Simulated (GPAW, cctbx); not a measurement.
## How far are the atoms of NaFeTe2 from free atoms?

Question: by how much does bonding change the X-ray structure factors of NaFeTe2, how firmly does DFT give the change, and what does a routine refinement make of it?

The start was made by putting kin elements into a known structure type; the compound need not exist, or be stable, in this form. All numbers below are calculated.

## Step 1: Find the equilibrium geometry

The density hangs on the geometry, so cell and atoms are relaxed first, with the symmetry held. The cutoff is set higher than for the density because stress converges slowly with plane waves.

Settings: GPAW 26.7.0, PBE, 570 eV, 5×5×5 k-points, Fermi–Dirac width 0.1 eV, spin-polarised, BFGS to 0.03 eV/Å.

```text
cell
1.0
     0.000000000   -3.633000000    0.000000000
     3.633000000    0.000000000    0.000000000
    -1.816500000    1.816500000    6.905000000
Te Fe Na
2 1 1
Direct
0.352800000 0.352800000 0.705600000
0.647200000 0.647200000 0.294400000
0.250000000 0.750000000 0.500000000
0.000000000 0.000000000 0.000000000
```

```console
$ OMP_NUM_THREADS=1 mpirun -n 4 gpaw python run.py > gpaw.log
```

```text
BFGS:    0      -16.561935        2.273398
BFGS:    1      -16.837365        1.743806
BFGS:    2      -17.429299        0.762796
BFGS:    3      -17.526437        0.372653
...
BFGS:   15      -17.627379        0.120436
BFGS:   16      -17.633811        0.061940
BFGS:   17      -17.634589        0.026679
cell  4.1833 4.1833 7.0919  107.15 107.15 90.00
volume 112.797 A^3, largest force 0.025 eV/A, largest stress 0.15 GPa
```

The cell moved far, while the k-mesh and basis were chosen for the start, so the final shape may be somewhat biased.

After 17 steps the volume has changed by +23.8 % and the energy by -1.073 eV; the largest stress left is 0.15 GPa. It took 9.3 min on 4 cores of Intel(R) Xeon(R) Platinum 8488C (Sapphire Rapids) (shared host), peak memory 2.1 GiB.

Relaxed structure: I-4m2 (no. 119), a = 4.1833 Å, b = 4.1833 Å, c = 12.8911 Å, α = 90.00°, β = 90.00°, γ = 90.00°.

```
atom  mult.    x  y       z
 Te1      4    0  0  0.3607
 Fe1      2  1/2  0     1/4
 Na1      2    0  0       0
```

## Step 2: The all-electron density

X-rays see the whole electron density, so the PAW density is rebuilt with its core regions. Subtracting spherical free atoms from the same code cancels the cores and leaves the deformation density Δρ, the part due to bonding.

Settings: PBE, 450 eV, 6×6×6 k-points, Fermi–Dirac width 0.1 eV, spin-polarised; primitive cell of 4 atoms.

```console
$ OMP_NUM_THREADS=1 mpirun -n 4 gpaw python run.py > gpaw.log
```

```text
|iter:   1|       0s |  -18.678322 | -0.07 |       |  +3.0066|
|iter:   2|       2s |  -17.529815 | -1.32 | -0.73 |  +2.9336|
|iter:   3|       4s |  -17.501401 | -2.72 | -1.21 |  +2.9287|
...
|iter:  14|      26s |  -17.507288c| -6.55 | -3.64 |  +3.0618|
|iter:  15|      28s |  -17.507319c| -7.14 | -4.11c|  +3.0620|
|iter:  16|      30s |  -17.507293c| -7.63c| -4.47c|  +3.0628|
```

```text
gpts.py:43: UserWarning: Initial realspace grid (21,21,35) inconsistent with symmetries.
gpts.py:43: UserWarning: Initial realspace grid (21,21,35) inconsistent with symmetries.
gpts.py:43: UserWarning: Initial realspace grid (21,21,35) inconsistent with symmetries.
gpts.py:43: UserWarning: Initial realspace grid (21,21,35) inconsistent with symmetries.
gpts.py:70: UserWarning: Using symmetrized grid: (35,35,35).
gpts.py:70: UserWarning: Using symmetrized grid: (35,35,35).
gpts.py:70: UserWarning: Using symmetrized grid: (35,35,35).
gpts.py:70: UserWarning: Using symmetrized grid: (35,35,35).
grid (70, 70, 70)  electrons 141.000  moved by bonding 0.608 e
deformation density beyond 0.5 A of the nuclei: max 0.324, min -0.086 e/A^3
atom        x       y       z   Voronoi charge  moment
Te1    0.3607  0.3607  0.7214     -0.067       0.02
Te2    0.6393  0.6393  0.2786     -0.067       0.02
Fe3    0.2500  0.7500  0.5000     -0.104       2.59
Na4    0.0000  0.0000  0.0000      0.237       0.01
mean inner potential of superposed free atoms 14.216 V
total magnetic moment 3.063 muB
```

Deformation density in a plane through the shortest contact of the Te atom at the origin, in 0.01 e/Å³ (clipped at ±99); x from -1.6 to 4.1 Å, y from 2.4 down to -2.4 Å:

```text
  4   .   .   2  -4  -3  -1  -1  -1  -1  -1  -1  -1  -1  -1  -1
  4  52   .  15   0  -2  -1  -1  -1  -1  -1  -1   0   0  -1  -1
  1   5   3   6   4   1   0   0  -1  -1  -1  -1   0   0   0  -1
  0   2   5   8   6   1   0   0   0  -2  -3  -2   0   0   0   0
  0   2   4   4  -1  -4  -2   1   2  -1  -4   0   3   0  -1  -1
  0   0   0  -3   .  -2  -3   5   6   5  14   .  19  -2  -2  -1
  0   0   0  -2   .   .  -3   7   8   4   .   .   3  -4  -3  -1
  0   0   0  -1   .  -2  -1   5   5   4  42   .  13   1  -1  -1
  0   0   0   0   0   0   0   2   2   1   4   3   7   5   2   0
  1   1   1   0   0   0   0   0   0   0   2   5   8   6   1   0
  1   1   1   1   0   0   0   0   0   0   2   4   3  -2  -4  -3
  0   0   1   1   0   0  -1  -1   0   0   0   0  -3   .  -1  -3
 -1   1   1   1   0  -1  -1  -1  -1   0   0   0  -2   .   .  -3
```

Atoms in or within 0.15 Å of the plane: Te (3.5, -2.4), Te (0.0, 0.0), Fe (2.5, 0.0), Fe (-0.9, 2.4) Å. Dots mark points within about 0.45 Å of a nucleus; large values next to them are atomic features.

Fe gains most (-0.10 e) and Na loses most (+0.24 e), which isn't the order of electronegativity: valence and coordination count too, and Voronoi cells cut space at the midplane whatever the atoms' sizes. Such charges fall far short of formal ones, since overlapping free atoms already put density on their neighbours. Along the shortest contact from the Te atom at the map's origin, Te–Fe at 2.53 Å, Δρ is +0.08 e/Å³ at the midpoint: a bond charge, the mark of covalency. Point values carry grid noise of about 0.01 e/Å³. The cell's moment is 3.06 μB; the largest inside an atomic sphere is 2.59 μB. The run needed 16 iterations, 41 s.

## Step 3: Structure factors

The Fourier components of Δρ, added to those of the free atoms, give the static X-ray structure factors; the Mott–Bethe relation turns them into the Fourier components V of the potential that fast electrons feel.

```text
static structure factors of the conventional cell: F in electrons, V (Mott-Bethe) in volts
   h  k  l      d  |F| table  |F| free   |F| DFT   change   |V| free  |V| DFT  change %
   0  0  2  6.4455    64.106    64.169    64.562    0.392     2.538    2.207    -13.0
   1  0  1  3.9790   110.227   110.289   110.717    0.428     4.062    3.920     -3.5
   0  0  4  3.2228   105.476   105.649   105.732    0.083     3.178    3.161     -0.5
   1  0  3  2.9974   174.989   175.040   175.146    0.106     6.293    6.272     -0.3
   1  1  0  2.9580   149.617   149.789   149.492   -0.297     5.015    5.068      1.1
   1  1  2  2.6884    27.756    27.549    27.727    0.177     1.362    1.336     -1.9
   1  0  5  2.1949    78.536    78.396    78.301   -0.095     2.556    2.565      0.4
   1  1  4  2.1792   171.524   171.484   171.353   -0.131     5.136    5.148      0.2
   0  0  6  2.1485    59.355    59.532    59.377   -0.155     1.618    1.632      0.9
   2  0  0  2.0917   210.285   210.080   209.919   -0.161     6.393    6.407      0.2
   2  0  2  1.9895    49.043    48.926    48.916   -0.010     1.468    1.469      0.1
   2  1  1  1.8514    89.109    89.133    88.962   -0.171     2.358    2.370      0.5
   2  0  4  1.7545    89.301    89.593    89.434   -0.160     1.946    1.956      0.5
   1  1  6  1.7384   123.772   123.526   123.511   -0.016     3.515    3.516      0.0
```

The largest X-ray change is +0.43 e on 101, 0.4 % of |F|. For electrons V goes as (Z − F)/g², so a change of F counts against Z − F, which is small at low angle and wherever the atoms' terms cancel: |V| of 002 moves by -13.0 % (2.54 to 2.21 V) against +0.6 % in |F|. The last three rows still change by up to 0.17 e; the table stops while the angles are still low. The tabulated Hartree–Fock atoms differ from the free DFT atoms by up to 0.29 e, so the choice of reference atom matters too.

## Step 4: Which functional?

The same geometry is run with other functionals, to see whether the bonding signal is larger than the spread between approximations. Free atoms are LDA for LDA and PBE otherwise; meta-GGAs and hybrids keep PBE cores. Any other changed setting is in the row's label.

| run | ΔF 101 (e) | ΔF 002 (e) | ΔF 110 (e) | q(Fe) (e) | moved (e) | time |
| --- | --- | --- | --- | --- | --- | --- |
| PBE | +0.428 | +0.392 | -0.297 | -0.104 | 0.608 | 41 s |
| LDA | +0.402 | +0.416 | -0.332 | -0.133 | 0.551 | 31 s |
| r2SCAN | +0.455 | +0.343 | -0.242 | -0.014 | 0.795 | 3.1 min |

At the base's settings ΔF(101) spans +0.402 to +0.455 e, a spread of 12 % of the PBE value; over the three listed reflections the spread is at most 30 %, so the sign holds and the size hangs on the functional. The magnetic state differs between the runs (cell moments PBE 3.06, LDA 2.84, r2SCAN 3.46 μB), and that enters the spread. Times are from shared hosts.

## Step 5: What a spherical-atom refinement makes of it

Routine crystallography fits spherical atoms. To see the bias, intensities are simulated from tabulated atoms plus the DFT change ΔF, so that bonding alone can misfit (5212 reflections of the full sphere, merged to the counts below, to 0.45 Å, 0.5 % proportional noise plus counting noise, assumed isotropic U as listed, Δρ smeared by the mean U) and refined with cctbx over different ranges.

| range | data | R1 | GooF | U Te1 (true 0.0081) | U Fe1 (true 0.0104) | U Na1 (true 0.0136) | largest shift (Å) | Δρ max, min (e/Å³) |
| --- | --- | --- | --- | --- | --- | --- | --- | --- |
| all data | 762 | 0.0037 | 0.96 | 0.0081 | 0.0104 | 0.0137 | 0.0000 | 0.16, -0.21 |
| low resolution, d > 0.84 | 129 | 0.0023 | 1.04 | 0.0081 | 0.0104 | 0.0136 | 0.0000 | 0.08, -0.08 |
| high order, d < 0.75 | 578 | 0.0047 | 0.95 | 0.0081 | 0.0104 | 0.0137 | 0.0000 | 0.15, -0.24 |
| occupancies free, d > 0.7 | 217 | 0.0026 | 1.02 | 0.0081 | 0.0104 | 0.0137 | 0.0000 | 0.10, -0.08 |

With all data GooF is 0.96, so at this noise the bonding hardly shows; the top residual peak, near noise level, lies 1.26 Å from Te and 1.28 Å from Fe, between them. No U is off by more than 3 s.u. at low resolution. With Te1 held at 1 and the scale free, the other occupancies refine to Fe1 1.000(0.002) and Na1 1.000(0.003), within three s.u. of full.

## Step 6: Answer

Bonding moves 0.61 e in the primitive cell of NaFeTe2 and changes the structure factors of the conventional cell in the table above by at most 0.43 e (101, 0.4 %), and among reflections above 2 % of the strongest by up to 0.6 % (112). The shortest bond, Te–Fe, has Δρ = +0.08 e/Å³ at its midpoint, a covalent bond charge. At the base's settings ΔF(101) spans +0.402 to +0.455 e, a spread of 12 % of the PBE value; over the three listed reflections the spread is at most 30 %, so the sign holds and the size hangs on the functional. With all data GooF is 0.96, so at this noise the bonding hardly shows. Limits: static density, frozen cores, no spin–orbit coupling; a ferromagnetic start is the only order tried, and the real ground state may be antiferromagnetic or insulating.

[Outputs are excerpts: Python notices, other lines and further rows are left out; steps that failed or that the build refused (PBEsol, TPSS) are not shown.]

[Logs are printed without paths, hosts, clocks, repeated set-up lines and the standing remarks that a program may print on its own settings, such as how far it seeks lower states.]
